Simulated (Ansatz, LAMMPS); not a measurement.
# Site preference of Zn in place of Ga in amorphous Ga2O3 (95 atoms), part 2 of 3

Aim: make Zn in place of Ga at several sites of amorphous Ga2O3 (95 atoms), relax each, and compare their energies.

Ansatz 0.2.0; Kohn-Sham DFT, PBE, PAW (set soft_2), plane waves.

The cell: 38 Ga and 57 O. The quench rate of 50 K/ps far exceeds what a furnace or splat quench reaches. The network of bonds at the start is that of the classical potential that made the cell. Only the Γ point is sampled, in a cell whose shortest periodic width is 11 Å.

So far. Step 2 (Single point at the start): The r.m.s. force at the start is 0.35 eV/Å. Step 3 (Relaxation): The relaxation converged after 25 steps, 8.28 eV below its start, with a largest force component of 0.028 eV/Å.

### 4. Single point at the relaxed geometry

The electronic structure is read at the final geometry, in a run of its own.

The input, input.yaml:

```yaml
crystal:
  lattice:
    - [10.83912, 0.0, 0.0]
    - [0.0, 10.83912, 0.0]
    - [0.0, 0.0, 10.83912]
  atoms:
    - { symbol: Ga, position: [0.99628, 0.94896, 0.65971] }
    - { symbol: Ga, position: [0.64089, 0.24102, 0.39161] }
    - { symbol: Ga, position: [0.14475, 0.15985, 0.20486] }
    - { symbol: Ga, position: [0.59242, 0.71987, 0.59844] }
    - { symbol: Ga, position: [0.17244, 0.92845, 0.41634] }
    - { symbol: Ga, position: [0.78766, 0.18607, 0.86851] }
    [... 83 atom lines left out ...]
    - { symbol: O, position: [0.71116, 0.33091, 0.5432] }
    - { symbol: O, position: [0.11662, 0.05051, 0.05159] }
    - { symbol: O, position: [0.87963, 0.82074, 0.6308] }
    - { symbol: O, position: [0.941, 0.7468, 0.88895] }
    - { symbol: O, position: [0.84917, 0.89606, 0.10626] }
    - { symbol: O, position: [0.18936, 0.25812, 0.86567] }
kpoints:
  mp_grid: { grid: [1, 1, 1] }
hamiltonian:
  xc: pbe
scf:
  occupations: { method: fixed }
output:
  forces: true
  stress: true
  populations: true
  dos:
    method: { smearing: { sigma: 0.08 } }
    de: 0.1
    projected: { site_lists: { Ga: [Ga], O: [O] } }
  eigenvalues: true
  write_density: true
  write_potential: true
  volumetric_format: npy
  elf: true
```

Started as:

```bash
> ansatz run input.yaml --threads 4 --pin off --max-ram 8192MiB --backend cpu --events-out ev --progress --plain --runs-dir out
```

Numbers of over 12 decimals in the logs are rounded to 6 here.

Log:

```text
[...]
Crystal: 95 atoms, lattice volume = 1273.451 Å³
Basis set: ecut = 420 eV, 24885 PW (Γ), exchange–correlation on 150×150×150 points (8 copies of the dense FFT grid, shifted against one another)
Bands: 513, of which v1, the nominal top of the filled ones, is band 418 counted from 1 (417 counted from 0)
Symmetry: 1 space group operations
[...]
k-points: 1
[...]
SCF iter   1: F=—  HF=-176116.001783 eV  |F-HF|=—  |Δ(HF+E_count)|=         —  Δρ=2.37e-3  dr2=7.17e-2  ethr=1.77e-3  ⟨swp⟩=5.0  Hψ=1544  notcnv=0  defer=93
[...]
SCF iter   9: F=-176115.995690 eV  HF=-176115.995690 eV  |F-HF|=3.61e-8  |Δ(HF+E_count)|=   9.97e-8  Δρ=2.11e-6  dr2=4.95e-8  ethr=1.20e-11  ⟨swp⟩=18.0  Hψ=4233  notcnv=0
SCF 1 converged in 9 iterations: F = -176115.995690 eV  dr2 = 4.95e-8
[...]
WARN: The output density's exchange-correlation potential varies sharply where the density is thin. Do not read a vacuum level from v_tot or v_xc, or from such a field of the output density. On a cell that repeats whose density bears no net charge and no dipole along the vacuum's axis use v_es (v_loc + v_h of the components); [...]
SCF converged after 9 iterations
Free energy (F): -176115.995690 eV
[...]
Internal energy: -176115.995690 eV  (E = F + TS)
E sigma→0 (E₀):  -176115.995690 eV
Fermi energy:    5.204613 eV
[...]
--- Forces (eV/Å), atoms counted from 1 ---
  atom   1  Ga    -0.00507372    -0.01329955     0.00989944
  atom   2  Ga    -0.01269366     0.00112551     0.00602976
  atom   3  Ga    -0.00096558    -0.00760994    -0.01269390
  atom   4  Ga     0.00285552     0.01376564     0.00415954
  atom   5  Ga     0.00403611    -0.00835048    -0.01020284
  atom   6  Ga    -0.01393125    -0.00414225     0.00051838
  atom   7  Ga    -0.01321200    -0.00371437     0.02139166
  atom   8  Ga    -0.00050825    -0.00029586     0.00804148
  atom   9  Ga    -0.00779600    -0.00188308     0.00409256
  atom  10  Ga    -0.01426583    -0.00859043    -0.01399091
  atom  11  Ga     0.00289073     0.00180569     0.00847107
  atom  12  Ga     0.00242767     0.00253812     0.00218027
  atom  13  Ga     0.00113383     0.00042736     0.00213020
  atom  14  Ga     0.00035042     0.00186374     0.00300570
[...]
atom  94  O     -0.01186066     0.01023243    -0.01766595
  atom  95  O      0.00298539     0.01104497    -0.00177977
  max |Σ_I F_I| component: 1.42e-5 eV/Å
--- Stress (GPa, compression-positive) ---
        0.081082      -0.116801      -2.223192
       -0.116801      -1.858834       1.052489
       -2.223192       1.052489      -3.359768
  P = ⅓ Tr σ = -1.7125 GPa (-17.125 kbar)
--- Band table (eV) ---
[...]
--- Löwdin populations: 95 sites ---
  site symbol       q [e]
     0     Ga     11.9560
     1     Ga     11.9506
     2     Ga     11.9563
[...]
94      O      6.6482
  spilling = 0.003398 (of n_electrons = 836.000000)
```

Wall time 17 s (4 threads of Intel Xeon Platinum 8488C (Sapphire Rapids), shared host); peak memory 2 GiB; 63 s of CPU time.

The program notes that the exchange-correlation potential is rough where the density is thin.

The run gave:

```yaml
free_energy: -176115.9957 eV
free_energy_per_atom: -1853.8526 eV/atom
scf_cycles: 9
pressure: -1.713 GPa
r_m_s_force_component: 0.0075 eV/Å
longest_force: 0.02935 eV/Å
fermi_energy: 5.205 eV
spacing_of_highest_filled_and_lowest_empty_level: 1.527 eV
spilling_of_the_projection: 0.003398
```

Löwdin charges by element and coordination (they lack the spilled electrons, 0.030 e an atom on average):

| element | coordination | atoms | mean charge (e) | spread | least | most |
| --- | --- | --- | --- | --- | --- | --- |
| Ga | all | 38 | 1.05 | 0.0183 | 0.997 | 1.08 |
| Ga | 4 | 18 | 1.05 | 0.0143 | 1.03 | 1.08 |
| Ga | 5 | 18 | 1.05 | 0.0159 | 1.02 | 1.08 |
| Ga | 6 | 2 | 1.00 | 0.0073 | 0.997 | 1.01 |
| O | all | 57 | -0.648 | 0.0121 | -0.690 | -0.614 |
| O | 2 | 1 | -0.690 | 0 | -0.690 | -0.690 |
| O | 3 | 52 | -0.649 | 0.0099 | -0.666 | -0.627 |
| O | 4 | 4 | -0.637 | 0.0154 | -0.655 | -0.614 |

States in the cell by windows of 1 eV, zero at the Fermi level; the larger projections on atomic orbitals stand beside the total:

| from (eV) | to (eV) | total | O p | Ga p | Ga s | O s | Ga d |
| --- | --- | --- | --- | --- | --- | --- | --- |
| -18 | -17 | 74.6 | 0.4 | 10.4 | 2.7 | 53.9 | 7.1 |
| -17 | -16 | 16.8 | 0.1 | 1.8 | 0.3 | 12.4 | 2.2 |
| -16 | -14 | 0.0 | 0.0 | 0.0 | 0.0 | 0.0 | 0.0 |
| -14 | -13 | 206.6 | 3.7 | 0.5 | 0.2 | 0.7 | 201.4 |
| -13 | -12 | 170.8 | 1.6 | 1.6 | 0.5 | 6.6 | 160.4 |
| -12 | -11 | 2.6 | 0.0 | 0.1 | 0.0 | 0.4 | 2.1 |
| -11 | -8 | 0.0 | 0.0 | 0.0 | 0.0 | 0.0 | 0.0 |
| -8 | -7 | 0.1 | 0.1 | 0.0 | 0.0 | 0.0 | 0.0 |
| -7 | -6 | 27.0 | 16.3 | 1.2 | 8.4 | 0.6 | 0.5 |
| -6 | -5 | 31.2 | 19.3 | 1.9 | 7.8 | 1.5 | 0.6 |
| -5 | -4 | 36.4 | 25.5 | 5.7 | 3.1 | 1.4 | 0.6 |
| -4 | -3 | 50.5 | 38.6 | 8.0 | 1.6 | 1.1 | 0.8 |
| -3 | -2 | 55.0 | 45.9 | 6.3 | 0.7 | 0.8 | 0.9 |
| -2 | -1 | 79.1 | 71.9 | 3.9 | 0.4 | 0.9 | 1.2 |
| -1 | 0 | 61.7 | 59.0 | 0.9 | 0.2 | 0.3 | 0.8 |
| 0 | 1 | 0.8 | 0.8 | 0.0 | 0.0 | 0.0 | 0.0 |
| 1 | 2 | 2.0 | 0.2 | 0.1 | 1.2 | 0.5 | 0.0 |
| 2 | 3 | 0.0 | 0.0 | 0.0 | 0.0 | 0.0 | 0.0 |
| 3 | 4 | 9.6 | 2.5 | 2.0 | 3.3 | 1.6 | 0.0 |
| 4 | 5 | 14.9 | 3.9 | 3.3 | 5.4 | 1.9 | 0.0 |

The curve was stored every 0.100 eV, coarse against its broadening of 0.08 eV, so these counts are rough.

With fixed occupations the program's Fermi level is the highest filled level; weight inside the gap is the broadening of levels at its edges.

Between -19 and -18 eV lie 23 more states.

The levels nearest the highest filled one (over half full), pooled over k-points and spins:

| level less the highest filled one (eV) | occupation |
| --- | --- |
| -0.356 | 2 |
| -0.332 | 2 |
| -0.318 | 2 |
| -0.247 | 2 |
| -0.231 | 2 |
| 0 | 2 |
| 1.53 | 0 |
| 3.49 | 0 |
| 3.71 | 0 |
| 3.73 | 0 |
| 3.86 | 0 |
| 3.96 | 0 |

Electrostatic potential energy in the bc plane at fractional x = 0.207, with atoms of Ga and O within 0.2 Å of it. With pseudopotentials it is smooth inside the atoms' cores, unlike the true potential.

Values in eV, 13 rows by 16 columns, each cell a mean:
```
  1  -8  -2   7   4  -6 -13   0   9   8   6   5   7  10   9   8
 -5 -15  -9 -14 -27   1   6   9  11  10   9 -18 -24   7  10   9
  6   1   4   2  -6   5   9  10  11  10  10  -3  -9   6  10  10
 10  10  10   5  -6  -3   7   8   7   8   6  -9 -15  -8   7  10
 11  11  11   9   3   3   7   8   5 -16 -13  -6 -14  -5   7  10
 11  12  11  11   9   9  10  10   9  -2   1   8   6   6   7  10
  6  11  11  10   7   5   7  10  10   8   7   9  10   6  -3  -3
  1  10   7 -19  -7   6   8   8   9   5   2  -3 -12  -2 -15 -16
  0  10   5 -18  -4  10  10   2   6   8   7  -7 -22   1  -2  -5
-28   0  -4   1   9  11  10   8   9  10  11  11  10   9   7 -15
 -1   1 -11  -5  -3  -5   6   5   8  11  11  11   9  -1 -11  -8
  6   8   5   7 -15 -22   4   6  -5   5  11  11   9  -7 -15 -13
  8   8   9  10   8  -3  -8  -1 -22  -6   9   9  10   5  -2   3
```
Columns run along b (10.8 Å; values clipped at the 3rd and 97th percentile), rows up along c (10.8 Å). Atoms in or near the plane, at fractional coordinates: Ga at (0.91, 0.12), O at (0.01, 0.26), O at (0.31, 0.13), O at (0.22, 0.38), O at (0.76, 0.36), O at (0.75, 0.86), O at (0.26, 0.87).

ELF in the bc plane at fractional x = 0.207, with atoms of Ga and O within 0.2 Å of it. It is the smooth field of the valence electrons, not physical close to the nuclei.

Ten even steps from '_' (0.01) to '@' (0.86), each cell a mean:
```
....::......::----::........--****++::....::::::..__________
........::--##%%%%**::..............__..==##%%%%**--______..
::..____..==@@####%%++......__________--##@@##%%@@**..____..
::::....::++%%####%%++..______________==%%%%**%%@@**..____..
..........--**%%%%**::________________..++%%%%%%**--________
__________..::----::..__________________..----::::..________
________..................______..--==--......__..::..______
____::==++==::....::--==--......==%%%%%%==::______::::::..__
__..==##%%##--....--**##**--..::**@@%%%%##--....::==****--..
__..==%%%%##--__..--**##++::__..**@@@@@@%%--....==##%%##==..
____::++**==..____..------..____--##%%##++..__..--++**==::__
__________________........________::::::..________..::......
..______..--++==--......____..________....::----............
..____::**@@@@%%##==....::==++++--......--##%%%%**::..____..
....__::%%@@****@@**::..++%%@@%%**::..::++%%####@@++....__..
**++....++@@%%%%@@**....**@@@@@@##--..::**@@%%##@@**::..::==
@@%%++..::++%%%%**::____==##%%%%++::__..==%%@@@@%%--..::**@@
**%%%%--....::::..______..::==--::______::==**++--__..==%%%%
%%%%**::......::--++++--........____________________..--**%%
++==::......::++%%@@@@##::......::::..__________..::....::==
............--%%%%**%%%%--..::++####==..________....______..
::====::..__--##%%%%%%**::..++%%@@@@%%--________....____..::
==****==..__..==**##**--..--##%%%%@@%%==________....::....::
--====--..______..::::....::**@@%%@@##::____________......::
```
Columns run along b (10.8 Å), rows up along c (10.8 Å). Atoms in or near the plane, at fractional coordinates: Ga at (0.91, 0.12), O at (0.01, 0.26), O at (0.31, 0.13), O at (0.22, 0.38), O at (0.76, 0.36), O at (0.75, 0.86), O at (0.26, 0.87).

Filled and empty levels are parted by 1.53 eV (at Γ alone); a semilocal functional tends to put such gaps too low. In a disordered cell it changes from sample to sample, and tail or defect levels can set it. Mean Löwdin charges: Ga +1.05, O -0.65 e (they miss 0.34 % of the electrons, so they add up to more than the cell's charge). The largest share in the top eV of filled states is O p (96 % of the projected weight), and in the lowest eV of empty states Ga s (63 % of the projected weight).

### 5. Zn on a site of Ga, site Ga7

The site has 4 bonded neighbours (O4) at 1.92 Å on average, by cutoffs that count no bonds between two metal atoms or like ions. The change is made in the relaxed cell and the atoms are relaxed again, with spin allowed.

The input, input.yaml:

```yaml
crystal:
  lattice:
    - [10.83912, 0.0, 0.0]
    - [0.0, 10.83912, 0.0]
    - [0.0, 0.0, 10.83912]
  atoms:
    [... atom lines 1 to 3 left out ...]
    - { symbol: Ga, position: [0.59242, 0.71987, 0.59844] }
    - { symbol: Ga, position: [0.17244, 0.92845, 0.41634] }
    - { symbol: Ga, position: [0.78766, 0.18607, 0.86851] }
    - { symbol: Zn, position: [0.38016, 0.00336, 0.64372], spin: 0.6 }
    - { symbol: Ga, position: [0.70653, 0.99242, 0.03817] }
    - { symbol: Ga, position: [0.10901, 0.63584, 0.40951] }
    - { symbol: Ga, position: [0.85922, 0.22896, 0.59881] }
    [... atom lines 11 to 95 left out ...]
magnetization:
  spin_polarized: true
kpoints:
  mp_grid: { grid: [1, 1, 1] }
hamiltonian:
  xc: pbe
scf:
  occupations: { method: fermi_dirac, width: 0.025 }
  lower_state_search: "off"
output:
  forces: true
  eigenvalues: true
relax:
  f_tol: 0.05
  max_steps: 90
```

Log:

```text
[...]
Crystal: 95 atoms, lattice volume = 1273.451 Å³
Basis set: ecut = 420 eV, 24885 PW (Γ), exchange–correlation on 150×150×150 points (8 copies of the dense FFT grid, shifted against one another)
Bands: 514, of which v1, the nominal top of the filled ones, is band 418 counted from 1 (417 counted from 0)
Symmetry: 1 space group operations
[...]
k-points: 1
[...]
Starting moments: Σ|m| = 3 μB on 5 of 95 sites
[...]
SCF iter   1: F=—  HF=-175672.469635 eV  |F-HF|=—  |Δ(HF+E_count)|=         —  Δρ=5.09e-2 (↑4.82e-2 ↓5.09e-2)  dr2=6.69e1  dr2_m=1.19e0  M=0.994 μB ∫|m|=1.364 μB  β_m=0.30  ethr=3.10e-3  ⟨swp⟩=6.0  Hψ=3479  notcnv=0  defer=127
[...]
spin=Collinear: Resta preconditioning applied to the charge; magnetization (m = ρ↑ − ρ↓) channel mixes plain (no charge-response kernel on spin).
SCF iter   2: F=—  HF=-175658.540766 eV  |F-HF|=—  |Δ(HF+E_count)|=    1.39e1  Δρ=3.25e-2 (↑3.10e-2 ↓3.25e-2)  dr2=2.79e1  dr2_m=5.60e-1  M=0.882 μB ∫|m|=1.195 μB  β_m=0.30  ethr=3.10e-3  ⟨swp⟩=3.0  Hψ=2019  notcnv=0  defer=180
[...]
SCF iter   8: F=—  HF=-175649.326112 eV  |F-HF|=—  |Δ(HF+E_count)|=   1.68e-2  Δρ=1.23e-3 (↑1.08e-3 ↓1.23e-3)  dr2=1.53e-2  dr2_m=1.31e-2  M=0.973 μB ∫|m|=1.124 μB  β_m=0.30  ethr=1.74e-5  ⟨swp⟩=2.0  Hψ=1591  notcnv=0  defer=180
[...]
spin-set hold released at iteration 8 (site moments contracting): the magnetisation degrees of freedom join the quasi-Newton model from the next iteration; the mixer history was flushed
SCF iter   9: F=—  HF=-175649.331311 eV  |F-HF|=—  |Δ(HF+E_count)|=   5.20e-3  Δρ=8.32e-4 (↑8.32e-4 ↓8.29e-4)  dr2=7.99e-3  dr2_m=6.83e-3  M=0.982 μB ∫|m|=1.126 μB  β_m=0.54  ethr=1.83e-6  ⟨swp⟩=2.0  Hψ=1377  notcnv=0  defer=180
[...]
SCF iter  16: F=-175649.343322 eV  HF=-175649.343329 eV  |F-HF|=6.39e-6  |Δ(HF+E_count)|=   2.57e-5  Δρ=1.26e-5 (↑7.34e-6 ↓1.26e-5)  dr2=4.05e-6  dr2_m=3.83e-7  M=0.982 μB ∫|m|=1.102 μB  ethr=7.03e-9  ⟨swp⟩=5.0  Hψ=3452  notcnv=0
SCF 1 converged in 16 iterations: F = -175649.343322 eV  dr2 = 4.05e-6
[...]
relax step   1: F+E_penalty+E_count = -175649.34332217 eV  Δ(F+E_penalty+E_count) = +0.000e0 eV  max|allowed force component| = 8.330e-1 eV/Å  Δτ_max = 0.0000 Å  (16 SCF iters, dr2 threshold 6.25e-5 eV, accepted)
[...]
relax step   2: F+E_penalty+E_count = -175649.45777898 eV  Δ(F+E_penalty+E_count) = -1.145e-1 eV  max|allowed force component| = 5.102e-1 eV/Å  Δτ_max = 0.0581 Å  (9 SCF iters, dr2 threshold 4.34e-5 eV, accepted)
[...]
relax step   3: F+E_penalty+E_count = -175649.52628676 eV  Δ(F+E_penalty+E_count) = -6.851e-2 eV  max|allowed force component| = 8.820e-2 eV/Å  Δτ_max = 0.0610 Å  (15 SCF iters, dr2 threshold 1.63e-5 eV, accepted)
[...]
relax step   4: F+E_penalty+E_count = -175649.53047510 eV  Δ(F+E_penalty+E_count) = -4.188e-3 eV  max|allowed force component| = 2.780e-1 eV/Å  Δτ_max = 0.0716 Å  (15 SCF iters, accepted)
[...]
relax step   5: F+E_penalty+E_count = -175649.54425485 eV  Δ(F+E_penalty+E_count) = -1.378e-2 eV  max|allowed force component| = 7.234e-2 eV/Å  Δτ_max = 0.0195 Å  (8 SCF iters, dr2 threshold 4.83e-6 eV, accepted)
[...]
relax step   6: F+E_penalty+E_count = -175649.54617228 eV  Δ(F+E_penalty+E_count) = -1.917e-3 eV  max|allowed force component| = 4.528e-2 eV/Å  Δτ_max = 0.0226 Å  (15 SCF iters, accepted)
SCF converged after 15 iterations
Magnetization: 0.9979 μB (417.9990 up, 417.0010 down)
Absolute magnetization: 1.1307 μB (∫|ρ↑−ρ↓|, with the PAW one-centre terms)
[...]
Per-site moments (μB) at R_I (Å): [(0.000206425, 0.755332), (0.000539813, 0.802794), (6.673144044452265e-5, 0.781848), (-3.3742284301081303e-5, 0.800652), (-0.000409359, [...]
Free energy (F): -175649.546172 eV
[...]
Internal energy: -175649.531172 eV  (E = F + TS)
E sigma→0 (E₀):  -175649.538672 eV
Entropy (-TS):   -0.015000 eV (-0.158 meV/atom)
Fermi energy:    5.156235 eV
[...]
--- Forces (eV/Å), atoms counted from 1 ---
  atom   1  Ga    -0.00151654     0.00262225    -0.00049228
  atom   2  Ga     0.00509753     0.00112622     0.00809040
  atom   3  Ga     0.00298354     0.00386126     0.00004991
  atom   4  Ga     0.00712937    -0.02236351     0.00278495
  atom   5  Ga     0.01992972     0.00186591     0.01240546
  atom   6  Ga    -0.00851907     0.00452615    -0.01537451
  atom   7  Zn    -0.00998021     0.03195029    -0.00966026
  atom   8  Ga    -0.00325544     0.00855174    -0.00689652
  atom   9  Ga    -0.00369335    -0.00994579     0.00935135
  atom  10  Ga    -0.01741988     0.00766767     0.00917539
  atom  11  Ga    -0.00001756    -0.00704522     0.00690197
  atom  12  Ga    -0.00332683    -0.00168545    -0.00787879
  atom  13  Ga     0.00053136    -0.00072473    -0.00848693
  atom  14  Ga     0.00050303    -0.00436072     0.00119798
[...]
atom  94  O     -0.00385239     0.00001572    -0.00117467
  atom  95  O     -0.00530053    -0.00764475     0.00016866
  max |Σ_I F_I| component: 1.49e-5 eV/Å
--- Band table (eV) ---
[...]
--- Relaxed structure (6 steps of the walk, 6 accepted, 0 SCFs on fresh bases) ---
  F+E_penalty+E_count = -175649.54617228 eV   max|allowed force component| = 4.528e-2 eV/Å
  atoms:
    - { symbol: Ga, position: [0.997678, 0.948173, 0.659296] }
    - { symbol: Ga, position: [0.642609, 0.244003, 0.392054] }
    - { symbol: Ga, position: [0.143042, 0.157746, 0.202163] }
    - { symbol: Ga, position: [0.588120, 0.723078, 0.604007] }
[...]
- { symbol: O, position: [0.188996, 0.256743, 0.865068] }
```

It took 3.4 min on 4 threads; peak memory 3.5 GiB.

The relaxation converged after 6 steps, 0.203 eV below its start, with a largest force component of 0.045 eV/Å.

[end of part 2 of 3]

[Logs are printed without paths, hosts, clocks, repeated set-up lines and the standing remarks that a program may print on its own settings, such as how far it seeks lower states.]

[Hosts, paths, dates, database ids (printed as entryN), source tags and the programs' standing remarks are cut or masked in the printed files.]
